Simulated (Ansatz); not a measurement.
## A hypothetical structure for YSi2Mo2

Starting from a made-up structure for YSi2Mo2, the aim is the relaxed cell, its shortest contacts and, where a second run follows, its electronic structure.

Main program and level: Ansatz 0.2.0; DFT, PBEsol, plane-wave PAW, files of the set soft_1, scalar-relativistic, no spin, cell and ions relaxed at zero pressure; PAW set soft_1.

### Step 1. The structure

The structure is tetragonal, space group I4/mmm (No. 139). Conventional cell: a = 4.219 Å, b = 4.219 Å, c = 10.267 Å, α = 90.00°, β = 90.00°, γ = 90.00°. Mo has 4 Si at 2.48 Å and 4 Mo at 2.98 Å and 4 Y at 3.32 Å nearest. Nearest to Y lie 10 Si at 3.24 to 3.87 Å and 8 Mo at 3.32 Å. Nearest to Si lie 4 Mo at 2.48 Å and 1 Si at 2.52 Å and 5 Y at 3.24 to 3.87 Å. Farther neighbours are not listed.

As a file:

```
Mo Y Si
1.0
    -2.10950    2.10950    5.13350
     2.10950   -2.10950    5.13350
     2.10950    2.10950   -5.13350
Mo Y Si
2 1 2
Direct
  0.25000 0.75000 0.50000
  0.75000 0.25000 0.50000
  0.00000 0.00000 0.00000
  0.62290 0.62290 0.00000
  0.37710 0.37710 0.00000
```

### Step 2. Relaxation of the guess

The guess takes its coordinates from another compound and its volume from a rule, so the cell and any free coordinates are relaxed together.

input.yaml

```yaml
crystal:
  lattice:
    - [-2.1095, 2.1095, 5.1335]
    - [2.1095, -2.1095, 5.1335]
    - [2.1095, 2.1095, -5.1335]
  atoms:
    - { symbol: Mo, position: [0.25, 0.75, 0.5] }
    - { symbol: Mo, position: [0.75, 0.25, 0.5] }
    - { symbol: "Y", position: [0.0, 0.0, 0.0] }
    - { symbol: Si, position: [0.6229, 0.6229, 0.0] }
    - { symbol: Si, position: [0.3771, 0.3771, 0.0] }
kpoints:
  mp_grid: { grid: [9, 9, 9] }
scf:
  occupations: { method: fermi_dirac, width: 0.05 }
hamiltonian:
  xc: pbesol
  pseudopotentials: { kind: paw, azcp: { folder: soft_1 }, xc_functional: pbe }
relax:
  f_tol: 0.015
  max_steps: 70
  cell: {}
output:
  forces: true
  stress: true
```

Command:

```sh
> ansatz run input.yaml --threads 4 --pin off --max-ram 8192MiB --backend cpu --events-out ev --progress --plain --runs-dir out
```

Numbers of over 12 decimals in the logs are rounded to 6 here.

Output:

```text
Engine: ansatz 0.2.0, aarch64-unknown-linux-gnu
Pseudopotentials: kind: paw
Pseudopotential: Mo, paw, valence charge 14, recommended cutoff 420 eV (normal), soft_1/Mo.paw.azcp
Pseudopotential: Y, paw, valence charge 11, recommended cutoff 420 eV (normal), soft_1/Y.paw.azcp
Pseudopotential: Si, paw, valence charge 4, recommended cutoff 420 eV (normal), soft_1/Si.paw.azcp
Functional definition: PBEsol
  exchange = pbesol_x
  correlation = pbesol_c
Crystal: 5 atoms, lattice volume = 91.376 Å³
Basis set: ecut = 420 eV, 1749 PW (Γ), exchange–correlation on 80×80×80 points (8 copies of the dense FFT grid, shifted against one another)
Bands: 29, of which v1, the nominal top of the filled ones, is band 24 counted from 1 (23 counted from 0)
Symmetry: 16 space group operations
Space group: I4/mmm (ITA 139), of the structure as read, at distance tolerance 4.5e-5 Å
k-points: 75 of 729
Non-local potential: Mo, projectors of the file, l = 0: 3, l = 1: 2, l = 2: 2, l = 3: 1
Non-local potential: Y, projectors of the file, l = 0: 3, l = 1: 2, l = 2: 2, l = 3: 1
Non-local potential: Si, projectors of the file, l = 0: 2, l = 1: 2, l = 2: 1
PAW form: soft (Blöchl's): semilocal exchange-correlation on the pseudo side does not see the compensation charge
PAW frozen core: Mo, regenerated for the run's functional, and the local potential with it (the file was generated under x = pbe(κ = 0.804, μ = 0.219515), c = pbe(β = 0.066725))
PAW frozen core: Y, regenerated for the run's functional, and the local potential with it (the file was generated under x = pbe(κ = 0.804, μ = 0.219515), c = pbe(β = 0.066725))
PAW frozen core: Si, regenerated for the run's functional, and the local potential with it (the file was generated under x = pbe(κ = 0.804, μ = 0.219515), c = pbe(β = 0.066725))
PAW one-centre angular grid: Mo, 590 points (default); XC on 64 Gauss nodes
PAW one-centre angular grid: Y, 590 points (default); XC on 64 Gauss nodes
PAW one-centre angular grid: Si, 110 points (default); XC on 64 Gauss nodes
Initial density: superposition of atomic densities (chi_scale 0.1, normalization cell, long waves kept (reshape's long-wave potential 0.00 eV rms))
Initial wavefunctions: pseudopotential atomic-orbital guess
Functional: x = pbesol(κ = 0.804, μ = 0.123457), c = pbesol(β = 0.046)
SCF iter   1: F=—  HF=-14840.697923 eV  |F-HF|=—  |Δ(HF+E_count)|=         —  Δρ=1.23e-1  dr2=3.02e1  ethr=3.10e-3  ⟨swp⟩=6.1  Hψ=9287  notcnv=0
preconditioner: auto → Kerker (q_TF=auto, 2.442 Å⁻¹)  [metal: Δε(μ)=0.031 eV  Ē_g=5.222 eV  σ=0.050 eV  W_gap=0.15  n_scr=30 (ndim 8)  ℏωp=18.6 eV  f_vac=0.000  D(μ)=3.17/eV (n_scr^D=32)]
SCF iter   2: F=—  HF=-14835.713966 eV  |F-HF|=—  |Δ(HF+E_count)|=    4.98e0  Δρ=4.80e-2  dr2=3.88e0  ethr=3.10e-3  ⟨swp⟩=3.0  Hψ=5746  notcnv=0  defer=4
SCF iter   3: F=—  HF=-14835.109512 eV  |F-HF|=—  |Δ(HF+E_count)|=   6.04e-1  Δρ=1.22e-2  dr2=1.51e-1  ethr=3.10e-3  ⟨swp⟩=3.5  Hψ=4609  notcnv=0  defer=5
SCF iter   4: F=—  HF=-14835.107494 eV  |F-HF|=—  |Δ(HF+E_count)|=   2.02e-3  Δρ=6.29e-3  dr2=6.18e-2  ethr=3.21e-4  ⟨swp⟩=3.2  Hψ=4485  notcnv=0  defer=6
SCF iter   5: F=—  HF=-14835.096956 eV  |F-HF|=—  |Δ(HF+E_count)|=   1.05e-2  Δρ=1.52e-3  dr2=3.23e-3  ethr=1.32e-4  ⟨swp⟩=2.3  Hψ=3155  notcnv=0  defer=6
SCF iter   6: F=—  HF=-14835.096386 eV  |F-HF|=—  |Δ(HF+E_count)|=   5.70e-4  Δρ=1.80e-4  dr2=3.61e-5  ethr=6.88e-6  ⟨swp⟩=2.1  Hψ=2868  notcnv=0  defer=5
SCF iter   7: F=—  HF=-14835.096387 eV  |F-HF|=—  |Δ(HF+E_count)|=   1.16e-6  Δρ=4.44e-5  dr2=3.87e-6  ethr=7.68e-8  ⟨swp⟩=2.0  Hψ=3070  notcnv=0  defer=5
SCF iter   8: F=—  HF=-14835.096386 eV  |F-HF|=—  |Δ(HF+E_count)|=   5.29e-7  Δρ=1.30e-5  dr2=3.82e-7  ethr=8.23e-9  ⟨swp⟩=2.1  Hψ=3621  notcnv=0  defer=5
SCF iter   9: F=-14835.096386 eV  HF=-14835.096386 eV  |F-HF|=1.20e-8  |Δ(HF+E_count)|=   5.94e-8  Δρ=2.91e-6  dr2=1.48e-8  ethr=2.13e-10  ⟨swp⟩=4.0  Hψ=6824  notcnv=0
SCF 1 converged in 9 iterations: F = -14835.096386 eV  dr2 = 1.48e-8
  greatest PAW one-centre occupation: 0.999 electrons in one spin orbital (limit 2), on the Mo atom at site 1 (counted from 0), in its partial waves of l = 0
relax step   1: F+E_penalty+E_count = -14835.09638625 eV  Δ(F+E_penalty+E_count) = +0.000e0 eV  max|allowed force component| = 1.051e0 eV/Å  Δτ_max = 0.0000 Å  P = -4.071 GPa  Ω = 91.376 Å³  (9 SCF iters, dr2 threshold 1.00e-7 eV, accepted)
Crystal: 5 atoms, lattice volume = 86.126 Å³
Basis set: ecut = 420 eV, 1661 PW (Γ), exchange–correlation on 80×80×80 points (8 copies of the dense FFT grid, shifted against one another)
Initial density: handed on by an earlier stage of this run
Initial wavefunctions: those handed on with the density
SCF iter   1: F=—  HF=-14835.830568 eV  |F-HF|=—  |Δ(HF+E_count)|=         —  Δρ=2.17e-2  dr2=1.50e0  ethr=3.10e-3  ⟨swp⟩=8.1  Hψ=10692  notcnv=0
preconditioner: auto → Kerker (q_TF=auto, 2.466 Å⁻¹)  [metal: Δε(μ)=0.002 eV  Ē_g=5.137 eV  σ=0.050 eV  W_gap=0.01  n_scr=24 (ndim 8)  ℏωp=19.2 eV  f_vac=0.000  D(μ)=4.74/eV (n_scr^D=36)]
SCF iter   2: F=—  HF=-14835.686321 eV  |F-HF|=—  |Δ(HF+E_count)|=   1.44e-1  Δρ=1.04e-2  dr2=3.87e-1  ethr=3.10e-3  ⟨swp⟩=1.0  Hψ=2776  notcnv=0
SCF iter   3: F=—  HF=-14835.636085 eV  |F-HF|=—  |Δ(HF+E_count)|=   5.02e-2  Δρ=1.75e-3  dr2=4.79e-3  ethr=8.23e-4  ⟨swp⟩=2.1  Hψ=2977  notcnv=0  defer=6
SCF iter   4: F=—  HF=-14835.634773 eV  |F-HF|=—  |Δ(HF+E_count)|=   1.31e-3  Δρ=4.16e-4  dr2=3.46e-4  ethr=1.02e-5  ⟨swp⟩=2.0  Hψ=3023  notcnv=0  defer=7
SCF iter   5: F=—  HF=-14835.634725 eV  |F-HF|=—  |Δ(HF+E_count)|=   4.85e-5  Δρ=1.30e-4  dr2=2.73e-5  ethr=7.37e-7  ⟨swp⟩=2.0  Hψ=2868  notcnv=0  defer=7
SCF iter   6: F=-14835.634720 eV  HF=-14835.634720 eV  |F-HF|=1.27e-7  |Δ(HF+E_count)|=   4.38e-6  Δρ=1.77e-5  dr2=3.20e-7  ethr=1.06e-9  ⟨swp⟩=3.7  Hψ=9105  notcnv=0
SCF 2 converged in 6 iterations: F = -14835.634720 eV  dr2 = 3.20e-7
relax step   2: F+E_penalty+E_count = -14835.63472019 eV  Δ(F+E_penalty+E_count) = -5.383e-1 eV  max|allowed force component| = 8.850e-1 eV/Å  Δτ_max = 0.0978 Å  P = +1.828 GPa  Ω = 86.126 Å³  energy of the carried Pulay correction = +3.584e-4 eV  (6 SCF iters, dr2 threshold 5.00e-7 eV, accepted)
Crystal: 5 atoms, lattice volume = 86.519 Å³
Basis set: ecut = 420 eV, 1695 PW (Γ), exchange–correlation on 80×80×80 points (8 copies of the dense FFT grid, shifted against one another)
iter 1 solved again at ethr=2.09e-3 eV; its pass at ethr=3.10e-3 eV (dr2=9.82e-1 eV) is discarded
SCF iter   1: F=—  HF=-14835.845200 eV  |F-HF|=—  |Δ(HF+E_count)|=         —  Δρ=1.63e-2  dr2=9.81e-1  ethr=2.09e-3  ⟨swp⟩=1.0  Hψ=13283  notcnv=0
preconditioner: auto → Kerker (q_TF=auto, 2.464 Å⁻¹)  [metal: Δε(μ)=0.007 eV  Ē_g=5.114 eV  σ=0.050 eV  W_gap=0.03  n_scr=24 (ndim 8)  ℏωp=19.1 eV  f_vac=0.000  D(μ)=4.65/eV (n_scr^D=32)]
SCF iter   2: F=—  HF=-14835.757657 eV  |F-HF|=—  |Δ(HF+E_count)|=   8.75e-2  Δρ=7.98e-3  dr2=2.67e-1  ethr=2.09e-3  ⟨swp⟩=1.0  Hψ=2178  notcnv=0
SCF iter   3: F=—  HF=-14835.720924 eV  |F-HF|=—  |Δ(HF+E_count)|=   3.67e-2  Δρ=1.27e-3  dr2=3.81e-3  ethr=5.69e-4  ⟨swp⟩=2.1  Hψ=2881  notcnv=0
SCF iter   4: F=—  HF=-14835.720267 eV  |F-HF|=—  |Δ(HF+E_count)|=   6.57e-4  Δρ=3.22e-4  dr2=1.16e-4  ethr=8.10e-6  ⟨swp⟩=2.0  Hψ=3312  notcnv=0
SCF iter   5: F=—  HF=-14835.720245 eV  |F-HF|=—  |Δ(HF+E_count)|=   2.20e-5  Δρ=7.73e-5  dr2=6.95e-6  ethr=2.47e-7  ⟨swp⟩=2.0  Hψ=2996  notcnv=0
SCF iter   6: F=-14835.720243 eV  HF=-14835.720243 eV  |F-HF|=1.22e-7  |Δ(HF+E_count)|=   1.93e-6  Δρ=1.93e-5  dr2=2.76e-7  ethr=1.06e-9  ⟨swp⟩=4.9  Hψ=8001  notcnv=0
SCF 3 converged in 6 iterations: F = -14835.720243 eV  dr2 = 2.76e-7
relax step   3: F+E_penalty+E_count = -14835.72024282 eV  Δ(F+E_penalty+E_count) = -8.552e-2 eV  max|allowed force component| = 9.478e-1 eV/Å  Δτ_max = 0.1032 Å  P = -2.322 GPa  Ω = 86.519 Å³  energy of the carried Pulay correction = +3.308e-4 eV  (6 SCF iters, dr2 threshold 5.00e-7 eV, accepted)
[...]
relax step   4: F+E_penalty+E_count = -14835.76208937 eV  Δ(F+E_penalty+E_count) = -4.185e-2 eV  max|allowed force component| = 1.931e-1 eV/Å  Δτ_max = 0.0478 Å  P = -0.213 GPa  Ω = 86.062 Å³  energy of the carried Pulay correction = +3.629e-4 eV  (6 SCF iters, dr2 threshold 5.00e-7 eV, accepted)
[...]
relax step   5: F+E_penalty+E_count = -14835.76475099 eV  Δ(F+E_penalty+E_count) = -2.662e-3 eV  max|allowed force component| = 1.385e-2 eV/Å  Δτ_max = 0.0081 Å  P = +0.177 GPa  Ω = 85.745 Å³  energy of the carried Pulay correction = +3.852e-4 eV  (6 SCF iters, dr2 threshold 5.00e-7 eV, accepted)
[...]
relax step   6: F+E_penalty+E_count = -14835.76479747 eV  Δ(F+E_penalty+E_count) = -4.648e-5 eV  max|allowed force component| = 6.643e-3 eV/Å  Δτ_max = 0.0006 Å  P = -0.066 GPa  Ω = 85.858 Å³  energy of the carried Pulay correction = +3.772e-4 eV  (6 SCF iters, dr2 threshold 1.47e-7 eV, accepted)
[...]
relax step   7: F+E_penalty+E_count = -14835.76480885 eV  Δ(F+E_penalty+E_count) = -1.139e-5 eV  max|allowed force component| = 1.845e-5 eV/Å  Δτ_max = 0.0001 Å  P = +0.001 GPa  Ω = 85.825 Å³  energy of the carried Pulay correction = +3.796e-4 eV  (6 SCF iters, dr2 threshold 1.58e-8 eV, accepted)
Basis set: ecut = 420 eV, 1679 PW (Γ), exchange–correlation on 90×90×90 points (8 copies of the dense FFT grid, shifted against one another)
Initial wavefunctions: pseudopotential atomic-orbital guess (no wavefunctions were taken with the density)
iter 1 solved again at ethr=2.53e-7 eV; its pass at ethr=3.10e-3 eV (dr2=1.19e-4 eV) is discarded
SCF iter   1: F=—  HF=-14835.764589 eV  |F-HF|=—  |Δ(HF+E_count)|=         —  Δρ=1.26e-4  dr2=9.93e-7  ethr=2.53e-7  ⟨swp⟩=3.0  Hψ=14999  notcnv=0
preconditioner: auto → Kerker (q_TF=auto, 2.468 Å⁻¹)  [metal: Δε(μ)=0.013 eV  Ē_g=5.140 eV  σ=0.050 eV  W_gap=0.07  n_scr=24 (ndim 8)  ℏωp=19.2 eV  f_vac=0.000  D(μ)=4.93/eV (n_scr^D=44)]
SCF iter   2: F=—  HF=-14835.764486 eV  |F-HF|=—  |Δ(HF+E_count)|=   1.04e-4  Δρ=6.43e-5  dr2=2.50e-7  ethr=2.11e-9  ⟨swp⟩=2.3  Hψ=3230  notcnv=0
SCF iter   3: F=—  HF=-14835.764487 eV  |F-HF|=—  |Δ(HF+E_count)|=   9.78e-7  Δρ=3.14e-6  dr2=1.59e-9  ethr=5.32e-10  ⟨swp⟩=2.7  Hψ=3930  notcnv=0
SCF iter   4: F=—  HF=-14835.764487 eV  |F-HF|=—  |Δ(HF+E_count)|=   1.64e-9  Δρ=3.84e-7  dr2=9.57e-11  ethr=3.39e-12  ⟨swp⟩=2.7  Hψ=3464  notcnv=0
iter 5 did not close the SCF: its close was put off for the readings that it lacked (scf_convergence_deferred on its scf_iter line)
SCF iter   5: F=-14835.764487 eV  HF=-14835.764487 eV  |F-HF|=5.46e-12  |Δ(HF+E_count)|=  7.28e-12  Δρ=5.81e-8  dr2=2.32e-12  ethr=1.00e-12  ⟨swp⟩=1.0  Hψ=2175  notcnv=0
SCF iter   6: F=-14835.764487 eV  HF=-14835.764487 eV  |F-HF|=0.00e0  |Δ(HF+E_count)|=  1.82e-12  Δρ=8.62e-9  dr2=6.94e-14  ethr=1.00e-12  ⟨swp⟩=2.0  Hψ=6421  notcnv=0
SCF 8 converged in 6 iterations: F = -14835.764487 eV  dr2 = 6.94e-14
relax step   8: F+E_penalty+E_count = -14835.76448663 eV  Δ(F+E_penalty+E_count) = +3.222e-4 eV  max|allowed force component| = 1.160e-4 eV/Å  Δτ_max = 0.0000 Å  P = +0.005 GPa  Ω = 85.825 Å³  stress off target by 1.12e-2 GPa  SCF on the basis re-selected at this cell (its energy is not comparable with the rows above)  (6 SCF iters)
basis re-selected at this cell: Δ(F+E_penalty+E_count) = +3.222e-4 eV, ΔP = +0.004 GPa vs the last step (what re-selecting the basis moved, of the pressure what is left beyond the Pulay correction that the steps carried, after the strain that the cell walked since its last selection, with what the two solves' SCF thresholds leave and, on support functions, any second-order correction that the steps lacked; it is no measure of the basis error at this ecutwfc). The dense FFT grid was sized anew with the basis: this SCF ran on 45×45×45 points, the steps before it on 40×40×40, so part of this shift can come from that change (see relax.cell in the input reference). [rest of the remark cut]
SCF converged after 6 iterations
Free energy (F): -14835.764487 eV
Harris-Foulkes:  -14835.764487 eV  (|F-HF|=0.00e0)
Internal energy: -14835.725304 eV  (E = F + TS)
E sigma→0 (E₀):  -14835.744895 eV
Entropy (-TS):   -0.039183 eV (-7.837 meV/atom)
Fermi energy:    14.707255 eV
--- Per-component energies (eV) ---
  E_band       = -276.672169
  E_kinetic    = 1248.855634
  E_local      = -2992.546162  (includes V_loc(G=0)·N_el)
  E_nonlocal   = 375.227157
  E_hartree    = 1100.340161
  E_xc         = -643.422719
  E_vxc        = -744.107846  (∫ρ·V_xc dr)
  E_paw        = -10068.393304  (= ΣΔE_a)
  E_vpaw       = -364.781460  (= ΣTr[D̂ρ^β])
  E_aug_tail   = 0.000193  (compensation charges beyond the density's cutoff)
  E_ewald      = -3856.416757
  E_core_change = 0.630495  (= ΣΔE_core)
  E_smearing   = -0.039183  (= −TS)
  E_closure    = -0.000000  (closes the sum)
  Σ components = -14835.764487   (vs F -14835.764487, Δ=0.00e0)
--- Forces (eV/Å), atoms counted from 1 ---
  atom   1  Mo     0.00000000     0.00000000    -0.00000000
  atom   2  Mo     0.00000000     0.00000000     0.00000000
  atom   3  Y      0.00000000     0.00000000     0.00000000
  atom   4  Si     0.00000000    -0.00000000    -0.00011600
  atom   5  Si     0.00000000     0.00000000     0.00011600
  max |Σ_I F_I| component: 3.90e-18 eV/Å
--- Stress (GPa, compression-positive) ---
        0.001846      -0.000000       0.000000
       -0.000000       0.001846       0.000000
        0.000000       0.000000       0.011184
  P = ⅓ Tr σ = 0.0050 GPa (0.050 kbar)
--- Relaxed structure (7 steps of the walk, 7 accepted, 1 SCFs on fresh bases) ---
  F+E_penalty+E_count = -14835.76448663 eV   max|allowed force component| = 1.160e-4 eV/Å   (the final SCF, on the basis selected at the relaxed cell)
  cell:  # Å, volume = 85.8250 Å³
    - [-1.964894, 1.964894, 5.557446]
    - [1.964894, -1.964894, 5.557446]
    - [1.964894, 1.964894, -5.557446]
  atoms:
    - { symbol: Mo, position: [0.250000, 0.75, 0.5] }
    - { symbol: Mo, position: [0.75, 0.250000, 0.5] }
    - { symbol: Y, position: [-3.7171439048884657e-19, -3.7171439048884243e-19, 0] }
    - { symbol: Si, position: [0.607143, 0.607143, 0] }
    - { symbol: Si, position: [0.392857, 0.392857, 0] }
```

Wall time 16 s (4 threads of Arm Neoverse V2, shared host); peak memory 0.55 GiB; 61 s of CPU time.

The steps of the relaxation:

```
step  energy less that of the first step (eV)  largest force component (eV/Å)  pressure (GPa)  volume (Å³)
   1                                   0.0000                          1.0506           -4.07        91.38
   2                                  -0.5383                          0.8850            1.83        86.13
   3                                  -0.6239                          0.9478           -2.32        86.52
   4                                  -0.6657                          0.1931           -0.21        86.06
   5                                  -0.6684                          0.0138            0.18        85.74
   6                                  -0.6684                          0.0066           -0.07        85.86
   7                                  -0.6684                          0.0000            0.00        85.82
  8*                                  -0.6681                          0.0001            0.00        85.82
```

Relaxation steps marked * repeat the geometry before them on a plane-wave basis chosen anew for their cell, so energy and pressure can jump there.

Forces are held to the 16 operations that the run works with; a distortion that breaks them can't arise in this run.

```
conventional cell, symmetrised  before   after  change
                         a (Å)   4.219   3.930  -6.9 %
                         b (Å)   4.219   3.930  -6.9 %
                         c (Å)  10.267  11.115  +8.3 %
              volume (Å³/atom)   18.28   17.16  -6.1 %
```

The atoms that moved most (Å, as changes of fractional coordinates times the final cell):

```
atom     dx     dy      dz  length
 Si5  0.000  0.000   0.175   0.175
 Si4  0.000  0.000  -0.175   0.175
```

Final coordinates:

```cif
data_structure
_symmetry_space_group_name_H-M 'P 1'
_symmetry_Int_Tables_number 1
_cell_length_a 6.2134
_cell_length_b 6.2134
_cell_length_c 6.2134
_cell_angle_alpha 143.129
_cell_angle_beta 143.129
_cell_angle_gamma 53.131
_cell_volume 85.82
loop_
_atom_site_label
_atom_site_type_symbol
_atom_site_fract_x
_atom_site_fract_y
_atom_site_fract_z
_atom_site_occupancy
Mo1 Mo 0.25000 0.75000 0.50000 1
Mo2 Mo 0.75000 0.25000 0.50000 1
Y3 Y 0.00000 0.00000 0.00000 1
Si4 Si 0.60714 0.60714 0.00000 1
Si5 Si 0.39286 0.39286 0.00000 1
```

This step gave:

| Item | Value |
| --- | --- |
| free energy | -14835.7645 eV |
| energy at zero smearing | -14835.7449 eV |
| smearing term TS | 0.03918 eV |
| Fermi energy | 14.71 eV |
| electrons | 47 |
| symmetry operations | 16 |
| pressure | 0.004958 GPa |

Shortest distances by pair of elements, guess and relaxed (not always the same contact):

```
 pair  guess (Å)  relaxed (Å)
Si–Si      2.524        2.382
Mo–Si      2.480        2.526
Mo–Mo      2.983        2.779
 Si–Y      3.239        3.023
 Mo–Y      3.322        3.403
```

The relaxation ends with a largest force component of 1.2e-4 eV/Å and a pressure of 0.00 GPa.

### Step 3. What came out

- space group, relaxed: I4/mmm
- conventional cell: a = 3.930, b = 3.930, c = 11.115 Å; α = 90.0°, β = 90.0°, γ = 90.0°
- volume per atom: 17.16 Å³ (guess 18.28)

**Reading.** YSi2Mo2 relaxes to I4/mmm with a = 3.930, b = 3.930 and c = 11.115 Å. The guessed volume was 6 % too large. The space group I4/mmm was held in the relaxation, so the end point is a stationary structure within it and may be a saddle against distortions or other arrangements. Mesh and cutoff weren't tested. No dispersion term is used, so weakly bound directions may come out too long. The runs have no spin, and magnetism wasn't tested. Nothing here tests whether the compound is stable against decomposition.

[Logs are printed without paths, hosts, clocks, repeated set-up lines and the standing remarks that a program may print on its own settings, such as how far it seeks lower states.]

[Hosts, paths, dates, database ids (printed as entryN), source tags and the programs' standing remarks are cut or masked in the printed files.]
